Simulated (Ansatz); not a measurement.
## Si(111) with SiHF2 on 25 % of the top atoms and H on the rest: bands and core levels

What would XPS and angle-resolved spectra of Si(111) with SiHF2 on 25 % of the top atoms and H on the rest look like?

Main program and level: Ansatz 0.2.0; DFT, PBE, plane-wave PAW, scalar-relativistic; PAW set soft_1.

Most raw output is cut from this account.

### 1. Starting point

The cell holds 35 atoms: 2 F, 8 H and 25 Si. Cell: a = 7.679 Å, b = 7.679 Å, c = 25.218 Å, α = 90.0°, β = 90.0°, γ = 60.0°. It derives from Si. How the cell was made: terminated face; group: SiHF2; share of top atoms: 0.25; rest: H; oxygen in back bonds: 0; lower face: H. Regions: ad, 7 atoms (1 Si, 2 F and 4 H); L1, 4 atoms (4 Si); L2, 4 atoms (4 Si); L3, 4 atoms (4 Si); mid, 4 atoms (4 Si); rest, 12 atoms (8 Si and 4 H). Vacuum lies along c.

### 2. Relaxing the atoms

Levels and vacuum steps follow bond lengths, so the atoms are relaxed first. 12 atoms are held to stand for the bulk. A dipole correction cancels the field between unlike faces.

File input.yaml:

```yaml
crystal:
  lattice:
    - [7.6791796437, 0.0, 0.0]
    - [3.8395898218, 6.6503646517, 0.0]
    - [0.0, 0.0, 25.2181769138]
  atoms:
    - { symbol: F, position: [4.4819e-05, 0.196456907, 0.722422441] }
    - { symbol: F, position: [0.803498829, 4.3708e-05, 0.722422441] }
    - { symbol: H, position: [0.18295153, 0.817008802, 0.720965555] }
    - { symbol: Si, position: [0.0, 0.0, 0.701231377] }
    - { symbol: H, position: [0.5, 0.0, 0.669508227] }
    - { symbol: H, position: [0.0, 0.5, 0.669508227] }
    - { symbol: H, position: [0.5, 0.5, 0.669508227] }
    - { symbol: Si, position: [0.0, 0.0, 0.615182333] }
[... 23 atom lines left out ...]
    - { symbol: H, position: [0.0, 0.0, 0.277577559] }
    - { symbol: H, position: [0.5, 0.0, 0.277577559] }
    - { symbol: H, position: [0.0, 0.5, 0.277577559] }
    - { symbol: H, position: [0.5, 0.5, 0.277577559] }
kpoints:
  mp_grid: { grid: [3, 3, 1] }
scf:
  occupations: { method: fermi_dirac, width: 0.02 }
  n_extra_bands: 25
hamiltonian:
  xc: pbe
  pseudopotentials: { kind: paw, azcp: { folder: soft_1 } }
output:
  forces: true
  write_potential: true
  volumetric_format: []
efield:
  axis: 3
  dipole_correction: true
relax:
  f_tol: 0.03
  max_steps: 70
  constraints: [{ sites: [23, 24, 25, 26, 27, 28, 29, 30, 31, 32, 33, 34] }]
```

On the command line:

```console
ansatz run input.yaml --threads 8 --pin off --max-ram 22528MiB --backend cpu --events-out ev --progress --plain --runs-dir out
```

Run time: 87 s. Hardware: 8 threads of AMD EPYC 7B13 (Zen 3), shared host; peak memory 2.8 GiB.

Relaxation path:

```tsv
step	energy less that of the first step (eV)	largest force component (eV/Å)
1	0.0000	2.8787
2	-0.6601	1.0795
3	-0.7501	0.6294
4	-0.7837	0.1327
5	-0.7922	0.0800
6	-0.7976	0.0225
7	-0.7955	0.3828
8	-0.7997	0.0875
9	-0.8006	0.1796
10	-0.8021	0.1001
11	-0.8034	0.0073
12	-0.8034	0.0072
13	-0.8041	0.0397
14	-0.8041	0.0729
15	-0.8045	0.0107
```

Relaxation steps 7, 14 were tried and not accepted.

The atoms that moved most (Å):

```tsv
atom	dx	dy	dz	length
F1	0.525	-0.532	0.234	0.783
F2	0.205	0.717	0.237	0.783
H3	-0.667	-0.171	0.359	0.777
Si4	0.004	-0.043	0.219	0.223
H6	0.004	0.015	0.161	0.162
H7	-0.001	0.012	0.161	0.162
H5	0.001	-0.012	0.161	0.161
Si12	0.001	0.004	0.042	0.043
```

This step gave:

| Quantity | Value |
| --- | --- |
| free energy | -17640.1393 eV |
| Fermi energy | 0.1216 eV |
| symmetry operations | 1 |
| gap on the k-mesh | 1.133 eV |
| ionisation potential, upper face | 5.317 eV |
| upper vacuum level less the lowest empty level (Kohn–Sham affinity) | 4.184 eV |
| ionisation potential, lower face | 4.692 eV |

The relaxation ends 23 meV an atom lower, with a largest force component of 0.011 eV/Å on the free atoms.

### 3. Layer-resolved bands, DOS and potential

This is the main run. States are solved along the surface zone's path and weighed by where they lie along the normal, since photoemission sees the top layers. The cell holds 4 small cells, so the bands are unfolded.

File input.yaml:

```yaml
crystal:
  lattice:
    - [7.6791796437, 0.0, 0.0]
    - [3.8395898218, 6.6503646517, 0.0]
    - [0.0, 0.0, 25.2181769138]
  atoms:
    - { symbol: F, position: [0.1083932024, 0.1164795287, 0.7316870517] }
    - { symbol: F, position: [0.7762316825, 0.1078829518, 0.7318292274] }
    - { symbol: H, position: [0.1089615874, 0.7912610768, 0.7352064828] }
    - { symbol: Si, position: [0.0037492686, -0.0064036283, 0.7099061373] }
    - { symbol: H, position: [0.5010236946, -0.0018677934, 0.6758883131] }
    - { symbol: H, position: [-0.0006446623, 0.5022134556, 0.6759078877] }
    - { symbol: H, position: [0.4989794365, 0.5017545796, 0.6758957724] }
    - { symbol: Si, position: [0.0003004531, -0.0004612119, 0.6164414329] }
[... 23 atom lines left out ...]
    - { symbol: H, position: [0.0, 0.0, 0.277577559] }
    - { symbol: H, position: [0.5, 0.0, 0.277577559] }
    - { symbol: H, position: [0.0, 0.5, 0.277577559] }
    - { symbol: H, position: [0.5, 0.5, 0.277577559] }
kpoints:
  mp_grid: { grid: [3, 3, 1] }
scf:
  occupations: { method: fermi_dirac, width: 0.02 }
  n_extra_bands: 38
hamiltonian:
  xc: pbe
  pseudopotentials: { kind: paw, azcp: { folder: soft_1 } }
output:
  forces: true
  write_potential: true
  volumetric_format: []
  dos:
    projected:
      site_lists:
        adsorbate: [3, 0, 1, 2, 4, 5, 6]
        layer_1: [7, 8, 9, 10]
        layer_2: [11, 12, 13, 14]
        layer_3: [15, 16, 17, 18]
        middle: [19, 20, 21, 22]
        other_layers: [23, 24, 25, 26, 27, 28, 29, 30, 31, 32, 33, 34]
    de: 0.05
    e_range: [-30, 12]
    method: { smearing: { sigma: 0.12, scheme: gaussian } }
  eigenstates:
    kpoints:
      - [0.33333333, -0.33333333, 0.0]
      - [0.25, -0.375, 0.0]
      - [0.16666667, -0.41666667, 0.0]
      - [0.08333333, -0.45833333, 0.0]
      - [0.0, 0.5, 0.0]
      - [-0.08333333, 0.45833333, 0.0]
      # [... 29 more points ...]
      - [0.25, 0.5, 0.0]
      - [0.29166667, -0.41666667, 0.0]
    e_range: [-8.0, 6.0]
    unfold:
      supercell_matrix: [[2, 0, 0], [0, 2, 0], [0, 0, 1]]
      layers:
        axis: 3
        edges: [0.118962, 0.357654, 0.417357, 0.595427, 0.646171, 0.893819]
efield:
  axis: 3
  dipole_correction: true
```

It took 2 min on 8 threads; peak memory 7 GiB.

This step gave:

* Fermi energy: 0.1176 eV
* zero of energy: valence-band maximum
* share of occupied states in no projected shell: 0.0116 of the occupied states in the window

A(k,E), total over k along the path and E. Zero: valence-band maximum.

Values in eV⁻¹, 12 rows by 16 columns, each cell a mean:
```
2.1 2.8 3.8 3.7 3.5 3.2 1.9 2.1 4.3 2.9 2.1 1.6 1.3 1.1 2.6 2.3
0.8 1.5 2.8 3.7 4.1 4.4 5.2 5.2 3.5 2.5 1.8 2.0 2.2 2.6 2.2 0.9
2.5 2.1 1.8 1.9 2.4 3.3 3.3 3.4 2.6 1.8 1.9 1.3 1.0 2.2 2.1 2.4
0.2 0.3 0.2 0.1 0.2 0.3 1.0 0.6 0.5 1.3 1.7 2.3 2.6 1.6 0.8 0.3
0.1 0.1 0.1 0.1 0.1 0.2 0.7 0.4 0.2 0.1 0.2 0.4 0.4 0.1 0.1 0.1
0.1 0.1 0.1 0.3 1.2 2.8 4.5 3.9 2.0 1.1 0.6 0.2 0.2 0.1 0.1 0.1
0.4 0.9 1.0 2.0 2.9 3.1 1.5 2.2 3.2 2.7 2.5 2.5 2.3 1.7 0.8 0.3
2.3 2.0 3.0 2.5 2.2 0.8 0.4 0.5 1.5 1.8 1.7 1.9 2.1 2.4 2.2 2.3
2.8 3.0 2.3 2.1 1.2 0.8 0.7 0.7 0.9 1.7 1.7 1.5 1.6 2.0 2.9 2.8
1.5 1.1 1.2 1.2 0.8 0.7 0.6 0.6 0.7 1.0 1.4 1.1 0.9 0.9 1.0 1.5
0.7 1.3 1.6 1.4 1.3 1.3 1.3 1.3 1.3 1.3 1.6 1.4 0.7 0.7 0.7 0.7
2.2 1.7 1.6 1.3 1.3 1.3 1.3 1.3 1.3 1.3 1.4 1.9 2.2 2.2 2.2 2.2
```
Columns: k along the path (Å⁻¹) from 0 to 2.58; rows upwards: E (eV) from -7.14 to 5.16.

A(k,E), top over k along the path and E. Zero: valence-band maximum.

Ten even steps from '0' (0.01 eV⁻¹) to '9' (0.97 eV⁻¹), each cell a mean:
```
223233345556666554322222233322
554433333455555543432222111345
233344443222222233233322333332
001111112222222221212233333100
321122222211111111111000011233
122110000000100011111111111111
000000000000000000000111110000
000000000000000000000000000000
000000000000000000000000000000
000000000000000000000000000000
000000000011111000000000000000
000001111111111111110000000000
001100111100000000011111111100
212222211100000111111100111112
322211111111111111111211112223
322222212222222221122333332233
223322221111111112212222223322
333444433344444433443444433333
888999999999999999989899988888
222334433333333333443322222222
555555566666666666655544455555
555566555555555554556655555555
```
Columns: k along the path (Å⁻¹) from 0 to 2.58; rows upwards: E (eV) from -7.14 to 5.16.

A(k,E), middle over k along the path and E. Zero: valence-band maximum.

Ten even steps from '0' (0.02 eV⁻¹) to '9' (2.46 eV⁻¹), each cell a mean:
```
115545346621001363111111112421
333587862352113673443333102333
001247878769999755322222453310
002211245688888643322222346200
653345566886556533331000134456
333311000014443343235544332233
000000000000100002332244531000
000000000000000000012333100000
000000000000110000000000000000
000000000135664310000000000000
000000013457986433320000000000
000022236777458864443333200000
123211554440002345444444453221
543357533400000233334444423455
223553233100000023222334565322
223432332111111122211111124322
554321220000000002211111112455
110002200000000000220000000012
000131111111111111112000000000
002311100000000000011210000000
443211111111111111111234445544
221121000001110000012222111122
```
Columns: k along the path (Å⁻¹) from 0 to 2.58; rows upwards: E (eV) from -7.14 to 5.16.

A(k,E), bottom over k along the path and E. Zero: valence-band maximum.

Ten even steps from '_' (0.01 eV⁻¹) to '@' (1.79 eV⁻¹), each cell a mean:
```
....::--======++++++::........--**++------::......::::==--..
==------==++**++==**##------++%%%%++==--::..::::..__::----==
......::--==++==++==++@@@@@@%%++::::::..::::::::------::....
____....____..--====++========--::..::........::::::--..____
::::....::::::::::--==--::::==--::::..::..______..::..::::::
........______________::--::....::::::::------::--..........
____________________________________........::::::..________
__________________________________________....______________
____________________________________________________________
____________________::==++==::..____________________________
______________..::--==++==++++--::::....____________________
________......::--====::..::--==------::::::......__________
__......____----::::..________::::....::----------::....____
::::....::==--::::..__________..::..............::::....::::
....::----::..--::______________..--::............::--::....
======--::::--......................--::::..........::======
====------....______________________..::::------------======
______________________________________..____________________
________..__..........................__..__________________
______....::..........................::....________________
......::....................................::::::::::::::::
__..____....__________________________..........____________
```
Columns: k along the path (Å⁻¹) from 0 to 2.58; rows upwards: E (eV) from -7.14 to 5.16.

Peaks of A(k,E) at the labelled points: for each region the eleven nearest the zero at most, each over 6 % of that point's highest, less those above the energy where the solved bands run out; weight and spread sum the levels within three half widths or 0.3 eV, so near peaks share levels. Peaks of the spectral function, the first 40 of 131 rows:

```tsv
point	weight on	E (eV)	A (1/eV)	weight near the peak	rms spread of levels (eV)
K	total	-5.06	1.193	0.608	0.13
K	total	-4.36	3.337	1.252	0.137
K	total	-3.92	6.812	2.178	0.054
K	total	-3.58	3.189	0.773	0.016
K	total	-3.26	1.648	0.357	0.091
K	total	-2.92	2.671	0.722	0.015
K	total	-2.28	6.577	2.12	0.029
K	total	2.42	7.516	2.964	0.088
K	total	4.02	1.174	0.442	0.156
K	total	4.52	4.483	2.133	0.089
K	total	4.96	1.084	0.495	0.124
K	top	-4.38	0.345	0.232	0.19
K	top	-4.1	0.272	0.155	0.186
K	top	-3.94	0.258	0.091	0.087
K	top	-3.58	0.559	0.162	0.019
K	top	-3.26	0.18	0.032	0.125
K	top	-2.92	0.651	0.196	0.025
K	top	-2.22	0.341	0.135	0.084
K	top	2.42	0.837	0.312	0.083
K	top	3.72	0.293	0.16	0.143
K	top	3.96	0.334	0.148	0.141
K	top	4.38	0.815	0.392	0.096
K	middle	-6.58	3.25	1.146	0.053
K	middle	-4.36	1.983	0.692	0.103
K	middle	-3.92	1.823	0.582	0.06
K	middle	-3.58	0.708	0.148	0.015
K	middle	-3.26	0.571	0.12	0.071
K	middle	-2.92	1.178	0.324	0.009
K	middle	-2.28	3.464	1.11	0.025
K	middle	2.42	3.713	1.446	0.084
K	middle	4.52	1.383	0.641	0.089
K	middle	4.96	0.35	0.165	0.125
K	bottom	-4.36	0.522	0.172	0.123
K	bottom	-3.92	1.878	0.593	0.048
K	bottom	-3.58	1.074	0.278	0.015
K	bottom	-3.26	0.546	0.137	0.088
K	bottom	-2.92	0.399	0.095	0.008
K	bottom	-2.28	1.079	0.334	0.015
K	bottom	2.42	1.178	0.482	0.094
K	bottom	4.02	0.301	0.11	0.153
```

The DOS has structure finer than the step of the table below, so its rows give means over 1 eV, whole bins alone (the curve runs from -27.0 to 4.89 eV). Peaks (eV: height): total -6.5: 32.6, -2.2: 24.9, 3.6: 29.7, 4.3: 40.0; Si 3p -2.2: 22.5, -1.6: 22.3, 3.6: 18.8, 4.3: 21.8; Si 3s -10.6: 8.89, -9.5: 9.07, -8.9: 10.0, -6.5: 11.8; F 2p -7.0: 7.81, -6.4: 4.89, -6.1: 3.23, -5.3: 9.69; H 1s -6.5: 2.25, -4.5: 1.92, -4.0: 3.56, -3.6: 3.13.

The DOS by E, zero at the valence-band maximum; means over each step; values in states/eV/cell:

```tsv
E (eV)	total	Si 3p	Si 3s	F 2p	H 1s	F 2s
-26	4.4e-4	0	3.9e-5	0	0	3.7e-4
-25	3.93	0.279	0.176	0.0548	0.00312	3.40
-24	0.0671	0.00616	0	7.2e-4	5.6e-6	0.0600
-23	0	0	0	0	0	0
-22	0	0	0	0	0	0
-21	0	0	0	0	0	0
-20	0	0	0	0	0	0
-19	0	0	0	0	0	0
-18	0	0	0	0	0	0
-17	0	0	0	0	0	0
-16	0	0	0	0	0	0
-15	0	0	0	0	0	0
-14	0	0	0	0	0	0
-13	0	0	0	0	0	0
-12	0.155	0.00728	0.143	6.6e-5	0.00316	2.6e-5
-11	3.98	0.695	3.13	0.00752	0.106	0.00258
-10	7.25	1.69	5.13	0.102	0.243	0.0229
-9	10.3	2.37	6.50	0.813	0.454	0.122
-8	4.97	1.39	2.98	0.140	0.405	0.0121
-7	11.7	4.10	4.16	2.54	0.743	0.0729
-6	11.1	4.38	3.46	2.28	0.886	0.00329
-5	8.59	1.94	1.20	4.49	0.834	9.5e-4
-4	13.9	9.71	1.22	0.442	2.31	8.8e-4
-3	16.1	13.6	0.862	0.170	1.29	0.00106
-2	19.2	17.5	0.695	0.124	0.603	0.00140
-1	8.77	8.09	0.129	0.0437	0.367	6.3e-4
0	1.86	1.82	1.3e-4	5.1e-4	3.3e-4	6.1e-5
1	2.05	1.17	0.538	0.00185	0.0390	4.9e-4
2	11.3	6.24	2.92	0.0342	0.350	0.0127
3	18.7	10.9	3.17	0.0616	0.878	0.0275
4	26.8	15.1	2.92	0.0963	1.00	0.0526
```

This run's widths, added to any smearing of the DOS itself: Gaussian 0.45 eV, Lorentzian 0.2 eV plus 0.05 an eV of depth. Table of intensity by binding energy, zero at the valence-band maximum; values in % of the maximum within 13 eV:

```tsv
binding energy (eV)	21.2 eV	150 eV	250 eV	1486.7 eV	5414.7 eV
0	2.12	2.87	4.45	6.56	3.11
2	18.4	22.0	34.7	53.4	27.0
4	35.9	26.7	34.5	46.9	29.4
6	63.2	64.8	69.9	75.9	60.1
8	16.7	18.8	24.9	59.0	58.0
10	9.65	13.8	21.8	73.8	76.6
12	-	2.07	3.26	11.0	11.5
14	-	0.798	1.12	2.62	2.45
16	-	0.594	0.843	1.70	1.42
18	-	0.625	0.925	1.71	1.28
20	-	0.939	1.45	2.57	1.74
22	-	2.29	3.61	6.30	4.05
24	-	15.5	24.7	42.8	26.9
26	-	12.1	19.2	33.5	21.2
```

Maxima picked by a test of local sharpness, so broad peaks and shoulders can be missing; peaks within 0.45 eV of a curve's cut are left out. Valence peaks, by row:

```tsv
photon energy (eV)	binding energy (eV)	height (% of the maximum within 13 eV)	main shell	its share (%)
21.2	9.036	21.22	F 2p	65.37
21.2	6.486	71.19	F 2p	81.27
21.2	5.236	100	F 2p	89.11
150	24.89	31.42	F 2s	95.42
150	9.036	27.02	F 2p	53.72
150	6.486	74.1	F 2p	81.7
150	5.236	100	F 2p	93.24
150	2.336	23.61	Si 3p	71.61
250	24.89	50.18	F 2s	96.41
250	9.086	37.59	Si 3s	43.73
250	6.486	81.25	F 2p	70.36
250	5.236	100	F 2p	88.05
250	2.286	36.54	Si 3p	79.79
1487	24.89	87.14	F 2s	97.19
1487	9.186	100	Si 3s	83.97
1487	6.536	95.8	Si 3s	62.47
1487	2.286	55.72	Si 3p	76.19
5415	24.89	54.87	F 2s	96.78
5415	9.236	100	Si 3s	93.5
5415	6.536	77.93	Si 3s	86.78
5415	3.586	31.66	Si 3s	62.57
5415	2.386	29.02	Si 3p	52.92
```

The planar mean, electrostatic potential oscillates, so the rows of the table below give means over windows of 1 Å about each position, cut where the curve ends. Its maxima inside the range that stand out by 2 % of the span (Å: eV): 10.4: 2.11, 13.6: 2.15, 16.7: 2.43. Its minima: 8.8: -10.1, 12.0: -10.0, 15.1: -10.2, 18.4: 0.503.

From the valence-band maximum. Planar mean, electrostatic potential against z; means over each step:

z (Å), planar mean, electrostatic potential (eV) and a bar from the least value:
```
        0        5.0 #############################
        1        4.8 #############################
        2        4.7 #############################
        3        4.7 #############################
        4        4.7 #############################
        5        4.7 #############################
        6        4.5 ############################
        7        2.7 ########################
        8       -3.2 ###########
        9       -8.2 
       10       -0.8 #################
       11       -1.9 ##############
       12       -8.4 
       13       -2.0 ##############
       14       -0.7 #################
       15       -8.3 
       16       -3.2 ###########
       17        2.2 #######################
       18        1.4 #####################
       19        3.5 ##########################
       20        5.3 ##############################
       21        5.3 ##############################
       22        5.3 ##############################
       23        5.3 ##############################
       24        5.3 ##############################
       25        5.2 ##############################
```

The intensity has structure finer than the step of the table below, so its rows give means over 1 eV, whole bins alone (the curve runs from -27.0 to 1.39 eV). Peaks (eV: height): F K -5.2: 100.0; F K, E along x -6.8: 75.2, -5.1: 85.6; F K, E along y -6.5: 61.0, -5.2: 99.8; F K, E along z -5.3: 133; Si K-beta -2.2: 100.0.

Shapes are the site's partial DOS without matrix elements, which overweights lines from ligand s bands. Table of intensity by emission energy less the core level's binding energy, zero at the valence-band maximum; means over each step; 7 of 9 lines; values in % of the unpolarised maximum:

```tsv
emission energy less the core level's binding energy (eV)	F K	F K, E along x	F K, E along y	F K, E along z	Si K-beta	Si K-beta, E along x	Si K-beta, E along y
-26	0.262	0.462	0.197	0.128	0.396	0.564	0.371
-25	0.510	0.930	0.374	0.226	0.731	1.28	0.554
-24	0.298	0.513	0.230	0.151	0.531	1.02	0.332
-23	0.148	0.223	0.125	0.0975	0.290	0.457	0.223
-22	0.118	0.157	0.105	0.0907	0.231	0.300	0.204
-21	0.115	0.144	0.106	0.0960	0.225	0.261	0.212
-20	0.124	0.148	0.116	0.107	0.239	0.260	0.232
-19	0.139	0.164	0.131	0.122	0.267	0.280	0.264
-18	0.161	0.189	0.152	0.142	0.308	0.316	0.307
-17	0.192	0.226	0.181	0.168	0.364	0.370	0.365
-16	0.235	0.278	0.221	0.204	0.444	0.448	0.448
-15	0.296	0.356	0.277	0.254	0.562	0.566	0.570
-14	0.388	0.478	0.360	0.326	0.752	0.758	0.767
-13	0.540	0.688	0.493	0.438	1.12	1.13	1.14
-12	0.833	1.12	0.740	0.642	2.14	2.19	2.21
-11	1.65	2.41	1.38	1.17	5.56	5.79	5.83
-10	5.58	9.42	4.32	3.02	11.0	11.7	11.8
-9	13.7	25.0	10.5	5.52	14.6	15.7	15.9
-8	12.9	19.8	11.6	7.30	14.0	14.9	15.1
-7	49.0	61.9	49.2	35.9	23.4	21.5	22.8
-6	59.2	44.0	49.3	84.2	28.7	25.2	27.9
-5	74.4	59.7	82.9	80.5	25.6	22.7	23.6
-4	16.9	9.95	29.1	11.6	58.4	52.4	53.5
-3	6.37	2.99	6.11	10.0	85.8	81.9	82.4
-2	4.06	1.54	2.50	8.14	96.7	97.8	98.2
-1	1.94	0.936	1.14	3.73	60.0	63.1	63.4
0	0.697	0.549	0.672	0.871	18.0	22.4	22.4
```

[end of part 1 of 2]

[Logs are printed without paths, hosts, clocks, repeated set-up lines and the standing remarks that a program may print on its own settings, such as how far it seeks lower states.]

[Hosts, paths, dates, database ids (printed as entryN), source tags and the programs' standing remarks are cut or masked in the printed files.]

[Maps of the electrostatic potential energy from Ansatz leave out the sawtooth potential of an applied field or a dipole correction, so their vacuum need not be flat; work functions include it.]
